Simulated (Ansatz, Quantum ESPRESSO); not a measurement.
# K2Pt (Fm-3m): modes at Γ and the response to a field, part 2 of 3

Aim: the zone-centre modes of K2Pt (Fm-3m).

Quantum ESPRESSO 7.5; DFT PBEsol, scalar-relativistic, plane waves, PseudoDojo norm-conserving pseudopotentials.

So far. Step 2 (A first look): A gap of 1.3 eV opens on this mesh, so the crystal is taken as an insulator; the start stands at -0.68 GPa. Step 4 (Ground state): The cell stands at -0.050 GPa, close enough for phonons. The relaxed cell has a = 7.465 Å (conventional setting).

### 5. Zone-centre response

At q = 0 one unit cell holds all displacements; symmetry groups them into irreducible representations that are solved one by one. The response to a field gives ε∞ and the Born charges, which polar modes need.

File ph.in:

```
phonons
&inputph
   prefix = 'x'
   outdir = './tmp'
   fildyn = 'g.dyn'
   tr2_ph = 1.0d-18
   epsil = .true.
/
0.000000000 0.000000000 0.000000000
```

The run is started by

```
$ OMP_NUM_THREADS=1 mpirun -n 4 ph.x -nk 4 -in ph.in > ph.out
```

Output:

```text
[banners, grids, parts of the stress and lines that vanish by symmetry left out]
[banner, memory and clock lines left out]
Program PHONON v.7.5

     ./tmp/x.save/

     IMPORTANT: XC functional enforced from input :
     Exchange-correlation= PBESOL
                           (   1   4  10   8   0   0   0)
     Any further DFT definition will be discarded
     Please, verify this is what you really want

     G-vector sticks info

     Reading collected, re-writing distributed wavefunctions in ./tmp/

     Number and degeneracy of irreps per q-point
       N         xq(1)         xq(2)         xq(3)   N irreps
       1   0.000000000   0.000000000   0.000000000       3
        3   3   3

     Calculation of q =    0.0000000   0.0000000   0.0000000

     phonons

     bravais-lattice index     =            2
     lattice parameter (alat)  =      14.1075  a.u.
     unit-cell volume          =     701.9252 (a.u.)^3
     number of atoms/cell      =            3
     number of atomic types    =            2
     kinetic-energy cut-off    =      76.0000  Ry
     charge density cut-off    =     304.0000  Ry
     convergence threshold     =      1.0E-18
     beta                      =       0.7000
     number of iterations used =            4
     Exchange-correlation= PBESOL
                           (   1   4  10   8   0   0   0)

     celldm(1)=   14.10751  celldm(2)=    0.00000  celldm(3)=    0.00000
     celldm(4)=    0.00000  celldm(5)=    0.00000  celldm(6)=    0.00000

     crystal axes: (cart. coord. in units of alat)
               a(1) = ( -0.5000  0.0000  0.5000 )
               a(2) = (  0.0000  0.5000  0.5000 )
               a(3) = ( -0.5000  0.5000  0.0000 )

     reciprocal axes: (cart. coord. in units 2 pi/alat)
               b(1) = ( -1.0000 -1.0000  1.0000 )
               b(2) = (  1.0000  1.0000  1.0000 )
               b(3) = ( -1.0000  1.0000 -1.0000 )

     Atoms inside the unit cell:

     Cartesian axes

     site n.  atom      mass           positions (alat units)
        1  K      39.0983   tau(    1) = (   -0.25000    0.25000    0.25000  )
        2  K      39.0983   tau(    2) = (   -0.75000    0.75000    0.75000  )
        3  Pt    195.0840   tau(    3) = (    0.00000    0.00000    0.00000  )

     Computing dynamical matrix for
                    q = (   0.0000000   0.0000000   0.0000000 )

     49 Sym.Ops. (with q -> -q+G )

     G cutoff = 1532.5490  (  62847 G-vectors)     FFT grid: ( 60, 60, 60)
     number of k points=    16
                       cart. coord. in units 2pi/alat
        k(    1) = (   0.0000000   0.0000000   0.0000000), wk =   0.0092593
        k(    2) = (  -0.1666667   0.1666667  -0.1666667), wk =   0.0740741
        k(    3) = (  -0.3333333   0.3333333  -0.3333333), wk =   0.0740741
        [... further k-points left out ...]

     PseudoPot. # 1 for K  read from file:
     ./pseudo/K.upf
     Pseudo is Norm-conserving + core correction, Zval =  9.0
     Using radial grid of 2250 points,  6 beta functions with:
                l(1) =   0
                l(2) =   0
                l(3) =   1
                l(4) =   1
                l(5) =   2
                l(6) =   2

     PseudoPot. # 2 for Pt read from file:
     ./pseudo/Pt.upf
     Pseudo is Norm-conserving + core correction, Zval = 18.0
     Using radial grid of 1358 points,  8 beta functions with:
                l(1) =   0
                l(2) =   0
                l(3) =   1
                l(4) =   1
                l(5) =   2
                l(6) =   2
                l(7) =   3
                l(8) =   3

     Mode symmetry, O_h (m-3m)  point group:

     Electric field:
     Dielectric constant
     Born effective charges as d Force / d E

     Atomic displacements:
     There are    3 irreducible representations

     Representation     1      3 modes -  To be done

     Representation     2      3 modes -  To be done

     Representation     3      3 modes -  To be done

     Alpha used in Ewald sum =   2.8000

     Electric Fields Calculation

      thresh= 1.000E-02 alpha_mix =  0.700 |ddv_scf|^2 =  3.713E-07

      thresh= 6.093E-05 alpha_mix =  0.700 |ddv_scf|^2 =  4.492E-07

      thresh= 6.702E-05 alpha_mix =  0.700 |ddv_scf|^2 =  6.584E-10

      thresh= 2.566E-06 alpha_mix =  0.700 |ddv_scf|^2 =  8.784E-11

      thresh= 9.372E-07 alpha_mix =  0.700 |ddv_scf|^2 =  2.034E-12

      thresh= 1.426E-07 alpha_mix =  0.700 |ddv_scf|^2 =  3.060E-14

      thresh= 1.749E-08 alpha_mix =  0.700 |ddv_scf|^2 =  2.164E-15

      thresh= 4.652E-09 alpha_mix =  0.700 |ddv_scf|^2 =  3.124E-17

      thresh= 5.590E-10 alpha_mix =  0.700 |ddv_scf|^2 =  1.193E-18

      thresh= 1.092E-10 alpha_mix =  0.700 |ddv_scf|^2 =  8.986E-20

     End of electric fields calculation

          Dielectric constant in cartesian axis

          (       5.022276086       0.000000000       0.000000000 )
          (       0.000000000       5.022276086      -0.000000000 )
          (       0.000000000      -0.000000000       5.022276086 )

          Effective charges (d Force / dE) in cartesian axis without acoustic sum rule applied (asr)

           atom    1  K     Mean Z*:        0.94369
      Ex  (        0.94369        0.00000        0.00000 )
      Ey  (        0.00000        0.94369       -0.00000 )
      Ez  (        0.00000       -0.00000        0.94369 )
           atom    2  K     Mean Z*:        0.94369
      Ex  (        0.94369        0.00000        0.00000 )
      Ey  (        0.00000        0.94369       -0.00000 )
      Ez  (        0.00000       -0.00000        0.94369 )
           atom    3  Pt    Mean Z*:       -1.88803
      Ex  (       -1.88803        0.00000        0.00000 )
      Ey  (        0.00000       -1.88803        0.00000 )
      Ez  (        0.00000        0.00000       -1.88803 )

          Effective charges Sum: Mean:       -0.00065
             -0.00065        0.00000        0.00000
              0.00000       -0.00065       -0.00000
              0.00000       -0.00000       -0.00065

          Effective charges (d Force / dE) in cartesian axis with asr applied:
           atom    1  K     Mean Z*:        0.94390
      E*x (        0.94390        0.00000       -0.00000 )
      E*y (       -0.00000        0.94390       -0.00000 )
      E*z (       -0.00000       -0.00000        0.94390 )
           atom    2  K     Mean Z*:        0.94390
      E*x (        0.94390       -0.00000        0.00000 )
      E*y (       -0.00000        0.94390        0.00000 )
      E*z (        0.00000        0.00000        0.94390 )
           atom    3  Pt    Mean Z*:       -1.88781
      E*x (       -1.88781       -0.00000       -0.00000 )
      E*y (        0.00000       -1.88781        0.00000 )
      E*z (       -0.00000        0.00000       -1.88781 )

     Representation #   1 modes #   1   2   3

     Self-consistent Calculation

      thresh= 1.000E-02 alpha_mix =  0.700 |ddv_scf|^2 =  2.135E-07

      thresh= 4.621E-05 alpha_mix =  0.700 |ddv_scf|^2 =  4.020E-08

      thresh= 2.005E-05 alpha_mix =  0.700 |ddv_scf|^2 =  2.721E-10

      thresh= 1.649E-06 alpha_mix =  0.700 |ddv_scf|^2 =  1.887E-12

[...]
End of self-consistent calculation

     Convergence has been achieved

     Representation #   2 modes #   4   5   6

     Self-consistent Calculation

[...]
End of self-consistent calculation

     Convergence has been achieved

     Representation #   3 modes #   7   8   9

     Self-consistent Calculation

[...]
thresh= 2.388E-05 alpha_mix =  0.700 |ddv_scf|^2 =  4.684E-09

      thresh= 6.844E-06 alpha_mix =  0.700 |ddv_scf|^2 =  5.595E-11

      thresh= 7.480E-07 alpha_mix =  0.700 |ddv_scf|^2 =  2.670E-13

      thresh= 5.167E-08 alpha_mix =  0.700 |ddv_scf|^2 =  3.904E-15

      thresh= 6.248E-09 alpha_mix =  0.700 |ddv_scf|^2 =  2.239E-16

      thresh= 1.496E-09 alpha_mix =  0.700 |ddv_scf|^2 =  2.662E-18

      thresh= 1.631E-10 alpha_mix =  0.700 |ddv_scf|^2 =  1.242E-19

     End of self-consistent calculation

     Convergence has been achieved

     Number of q in the star =    1
     List of q in the star:
          1   0.000000000   0.000000000   0.000000000

          Dielectric constant in cartesian axis

          (       5.022276086       0.000000000       0.000000000 )
          (       0.000000000       5.022276086      -0.000000000 )
          (       0.000000000      -0.000000000       5.022276086 )

          Effective charges (d Force / dE) in cartesian axis without acoustic sum rule applied (asr)

           atom    1  K     Mean Z*:        0.94369
      Ex  (        0.94369        0.00000        0.00000 )
      Ey  (        0.00000        0.94369       -0.00000 )
      Ez  (        0.00000       -0.00000        0.94369 )
           atom    2  K     Mean Z*:        0.94369
      Ex  (        0.94369        0.00000        0.00000 )
      Ey  (        0.00000        0.94369       -0.00000 )
      Ez  (        0.00000       -0.00000        0.94369 )
           atom    3  Pt    Mean Z*:       -1.88803
      Ex  (       -1.88803        0.00000        0.00000 )
      Ey  (        0.00000       -1.88803        0.00000 )
      Ez  (        0.00000        0.00000       -1.88803 )

          Effective charges Sum: Mean:       -0.00065
             -0.00065        0.00000        0.00000
              0.00000       -0.00065       -0.00000
              0.00000       -0.00000       -0.00065

          Effective charges (d Force / dE) in cartesian axis with asr applied:
           atom    1  K     Mean Z*:        0.94390
      E*x (        0.94390        0.00000       -0.00000 )
      E*y (       -0.00000        0.94390       -0.00000 )
      E*z (       -0.00000       -0.00000        0.94390 )
           atom    2  K     Mean Z*:        0.94390
      E*x (        0.94390       -0.00000        0.00000 )
      E*y (       -0.00000        0.94390        0.00000 )
      E*z (        0.00000        0.00000        0.94390 )
           atom    3  Pt    Mean Z*:       -1.88781
      E*x (       -1.88781       -0.00000       -0.00000 )
      E*y (        0.00000       -1.88781        0.00000 )
      E*z (       -0.00000        0.00000       -1.88781 )

     Diagonalizing the dynamical matrix

     q = (    0.000000000   0.000000000   0.000000000 )

 **************************************************************************
     freq (    1) =      -0.248114 [THz] =      -8.276205 [cm-1]
     freq (    2) =      -0.248114 [THz] =      -8.276205 [cm-1]
     freq (    3) =      -0.248114 [THz] =      -8.276205 [cm-1]
     freq (    4) =       2.779861 [THz] =      92.726198 [cm-1]
     freq (    5) =       2.779861 [THz] =      92.726198 [cm-1]
     freq (    6) =       2.779861 [THz] =      92.726198 [cm-1]
     freq (    7) =       3.544190 [THz] =     118.221459 [cm-1]
     freq (    8) =       3.544190 [THz] =     118.221459 [cm-1]
     freq (    9) =       3.544190 [THz] =     118.221459 [cm-1]
 **************************************************************************

     Mode symmetry, O_h (m-3m)  point group:

     freq (   1-   3) =         -8.3  [cm-1]   --> T_1u G_15  G_4- I
     freq (   4-   6) =         92.7  [cm-1]   --> T_1u G_15  G_4- I
     freq (   7-   9) =        118.2  [cm-1]   --> T_2g G_25' G_5+ R
```

The job ended after 11 min (4 MPI ranks of Arm Neoverse V2, shared host; 43 min of CPU time).

Numbers from this step:

```
miss of the charge sum rule                                       : 6.50e-4 e
largest acoustic frequency at the zone centre before the sum rule : -8.28 cm⁻¹
highest optical zone-centre mode (no LO-TO term)                  : 118.2 cm⁻¹
lowest optical zone-centre mode                                   : 92.73 cm⁻¹
mean high-frequency dielectric constant                           : 5.022
largest Born charge in size (third of the trace)                  : 1.888 e
```

Optical modes; normalised displacements of the dynamical-matrix file. The modes at Γ (shares of kinetic energy by element, %):

| mode | frequency (cm⁻¹) | symmetry | K % | Pt % |
| --- | --- | --- | --- | --- |
| 1 | 92.7 | T1u | 71 | 29 |
| 2 | 92.7 | T1u | 71 | 29 |
| 3 | 92.7 | T1u | 71 | 29 |
| 4 | 118.2 | T2g | 100 | 0 |
| 5 | 118.2 | T2g | 100 | 0 |
| 6 | 118.2 | T2g | 100 | 0 |

Displacements in mode 3 (92.7 cm⁻¹), the largest set to 1:
```
K1   0.24  1.00 -0.77
K2   0.24  1.00 -0.77
Pt3 -0.10 -0.41  0.31
```

Displacements in mode 5 (118.2 cm⁻¹), the largest set to 1:
```
K1  -0.77 -1.00  0.64
K2   0.77  1.00 -0.64
Pt3  0.00  0.00  0.00
```

Born charge (rows field, columns displacement), before the sum rule (e), principal values of the symmetric part by kind of site:

| atom | atoms with these values | low | middle | high | mean |
| --- | --- | --- | --- | --- | --- |
| K1 | 2 | 0.94 | 0.94 | 0.94 | 0.94 |
| Pt3 | 1 | -1.89 | -1.89 | -1.89 | -1.89 |

In full for Pt3:

```
-1.89  0.00  0.00
 0.00 -1.89  0.00
 0.00  0.00 -1.89
```

High-frequency dielectric tensor:

```
5.02 0.00 0.00
0.00 5.02 0.00
0.00 0.00 5.02
```

The acoustic modes at Γ come out as far as 8.3 cm⁻¹ from zero, where they should vanish, a small numerical error; the Born charges miss their sum rule by 6.5e-4 e, which is good.

### 6. Zone-centre analysis

A rigid shift of the crystal must cost nothing, but grids and finite bases break this; the acoustic sum rule is imposed before the matrix is diagonalised again. With Born charges the intensities follow, and the static dielectric tensor.

File dynmat.in:

```
&input
   fildyn = 'g.dyn'
   asr = 'simple'
   lperm = .true.
/
```

The run is started by

```
$ dynmat.x -in dynmat.in > dynmat.out
```

Output:

```text
[banner, memory and clock lines left out]
Program DYNMAT v.7.5

     Reading Dynamical Matrix from file g.dyn
     ...Force constants read
     ...epsilon and Z* read
     A direction for q was not specified:TO-LO splitting will be absent

     Polarizability (A^3 units)
     multiply by 0.427212 for Clausius-Mossotti correction
        33.293252    0.000000    0.000000
         0.000000   33.293252   -0.000000
         0.000000   -0.000000   33.293252

     IR activities are in (D/A)^2/amu units

# mode   [cm-1]    [THz]      IR
    1     -0.00   -0.0000    0.0000
    2      0.00    0.0000    0.0000
    3      0.00    0.0000    0.0000
    4     93.40    2.7999    1.4729
    5     93.40    2.7999    1.4729
    6     93.40    2.7999    1.4729
    7    118.91    3.5648    0.0000
    8    118.91    3.5648    0.0000
    9    118.91    3.5648    0.0000

Electronic dielectric permittivity tensor (relative, adimensional)
         5.022276    0.000000    0.000000
         0.000000    5.022276   -0.000000
         0.000000   -0.000000    5.022276

 ... with zone-center polar mode contributions
         8.484747   -0.000000    0.000000
        -0.000000    8.484747    0.000000
         0.000000    0.000000    8.484747

[end of the log left out, with the tail of the file of modes that dynmat.x writes under the same name]
```

The job ended after 0.47 s (1 thread).

This step gave:

```
highest optical zone-centre mode (no LO-TO term) : 118.9 cm⁻¹
lowest optical zone-centre mode                  : 93.4 cm⁻¹
mean static dielectric constant                  : 8.485
```

Zone-centre frequencies as printed; negative means imaginary. Modes:

| mode | frequency (cm⁻¹) |
| --- | --- |
| 1 | 0 |
| 2 | 0 |
| 3 | 0 |
| 4 | 93.4 |
| 5 | 93.4 |
| 6 | 93.4 |
| 7 | 118.9 |
| 8 | 118.9 |
| 9 | 118.9 |

Degenerate modes summed, no LO-TO term. Lines of the infrared spectrum (strongest = 100):

| position (cm⁻¹) | lines merged | label | IR intensity, relative |
| --- | --- | --- | --- |
| 93 | 3 | T1u | 100 |
| 119 | 3 | T2g | 0.0 |

Static dielectric tensor (ions relaxed, fixed cell):

```
8.48 0.00 0.00
0.00 8.48 0.00
0.00 0.00 8.48
```

The rule also moves an optical mode by 0.7 cm⁻¹.

### 7. Sum rules set otherwise: a sum rule for molecules or wires on a crystal

This rule also removes rotations, which suits molecules and not a crystal; it is tried to see the harm.

File dynmat.in:

```
&input
   fildyn = 'g.dyn'
   asr = 'zero-dim'
   lperm = .true.
/
```

The run is started by

```
$ dynmat.x -in dynmat.in > dynmat.out
```

Output:

```text
[banner, memory and clock lines left out]
Program DYNMAT v.7.5

     Reading Dynamical Matrix from file g.dyn
     ...Force constants read
     ...epsilon and Z* read
     Acoustic Sum Rule: || Z*(ASR) - Z*(orig)|| =    2.471724E+00
     Acoustic Sum Rule: ||dyn(ASR) - dyn(orig)||=    7.064580E-02
     A direction for q was not specified:TO-LO splitting will be absent

     Polarizability (A^3 units)
     multiply by 0.427212 for Clausius-Mossotti correction
        33.293252    0.000000    0.000000
         0.000000   33.293252   -0.000000
         0.000000   -0.000000   33.293252

     IR activities are in (D/A)^2/amu units

# mode   [cm-1]    [THz]      IR
    1     -0.00   -0.0000    0.0000
    2     -0.00   -0.0000    0.0000
    3     -0.00   -0.0000    0.0000
    4      0.00    0.0000    0.0000
    5      0.00    0.0000    0.0000
    6     93.01    2.7884    1.4729
    7    110.85    3.3232    1.0430
    8    110.85    3.3232    1.0430
    9    118.22    3.5442    0.0000

Electronic dielectric permittivity tensor (relative, adimensional)
         5.022276    0.000000    0.000000
         0.000000    5.022276   -0.000000
         0.000000   -0.000000    5.022276

 ... with zone-center polar mode contributions
         7.346378   -0.583572   -0.583572
        -0.583572    7.346378    0.583572
        -0.583572    0.583572    7.346378

[end of the log left out, with the tail of the file of modes that dynmat.x writes under the same name]
```

The job ended after 0.47 s (1 thread).

The program raised no error, yet the settings are not those of a careful run.

The fault: a sum rule for molecules or wires on a crystal; 2 optical modes are projected out to zero frequency, as if they were rotations, and the static dielectric tensor is spoilt.

For a crystal the rule has to be 'simple' or 'crystal'.

Zone-centre frequencies as printed; negative means imaginary. Modes:

| mode | frequency (cm⁻¹) |
| --- | --- |
| 1 | 0 |
| 2 | 0 |
| 3 | 0 |
| 4 | 0 |
| 5 | 0 |
| 6 | 93.01 |
| 7 | 110.8 |
| 8 | 110.8 |
| 9 | 118.2 |

### 8. Sum rules set otherwise (asr no)

Without the rule the raw error of the acoustic modes shows.

File dynmat.in:

```
&input
   fildyn = 'g.dyn'
   asr = 'no'
   lperm = .true.
/
```

The run is started by

```
$ dynmat.x -in dynmat.in > dynmat.out
```

Output:

```text
[banner, memory and clock lines left out]
Program DYNMAT v.7.5

     Reading Dynamical Matrix from file g.dyn
     ...Force constants read
     ...epsilon and Z* read
     A direction for q was not specified:TO-LO splitting will be absent

     Polarizability (A^3 units)
     multiply by 0.427212 for Clausius-Mossotti correction
        33.293252    0.000000    0.000000
         0.000000   33.293252   -0.000000
         0.000000   -0.000000   33.293252

     IR activities are in (D/A)^2/amu units

# mode   [cm-1]    [THz]      IR
    1     -8.28   -0.2481    0.0001
    2     -8.28   -0.2481    0.0001
    3     -8.28   -0.2481    0.0001
    4     92.73    2.7799    1.4725
    5     92.73    2.7799    1.4725
    6     92.73    2.7799    1.4725
    7    118.22    3.5442    0.0000
    8    118.22    3.5442    0.0000
    9    118.22    3.5442    0.0000

Electronic dielectric permittivity tensor (relative, adimensional)
         5.022276    0.000000    0.000000
         0.000000    5.022276   -0.000000
         0.000000   -0.000000    5.022276

 ... with zone-center polar mode contributions
         8.533870    0.000000    0.000000
         0.000000    8.533870   -0.000000
         0.000000   -0.000000    8.533870

[end of the log left out, with the tail of the file of modes that dynmat.x writes under the same name]
```

The job ended after 0.47 s (1 thread).

This step gave:

| Quantity | Value |
| --- | --- |
| highest optical zone-centre mode (no LO-TO term) | 118.2 cm⁻¹ |
| lowest optical zone-centre mode | 92.73 cm⁻¹ |
| mean static dielectric constant | 8.534 |

Zone-centre frequencies as printed; negative means imaginary. Modes:

| mode | frequency (cm⁻¹) |
| --- | --- |
| 1 | -8.28 |
| 2 | -8.28 |
| 3 | -8.28 |
| 4 | 92.73 |
| 5 | 92.73 |
| 6 | 92.73 |
| 7 | 118.2 |
| 8 | 118.2 |
| 9 | 118.2 |

Against the first rule no mode moves by more than 8.3 cm⁻¹.

(Continued in part 3 of 3.)

[Host names and launcher messages were left out of these logs when they were recorded.]

[Logs are printed without paths, hosts, clocks, repeated set-up lines and the standing remarks that a program may print on its own settings, such as how far it seeks lower states.]

[Hosts, paths, dates, database ids (printed as entryN), source tags and the programs' standing remarks are cut or masked in the printed files.]
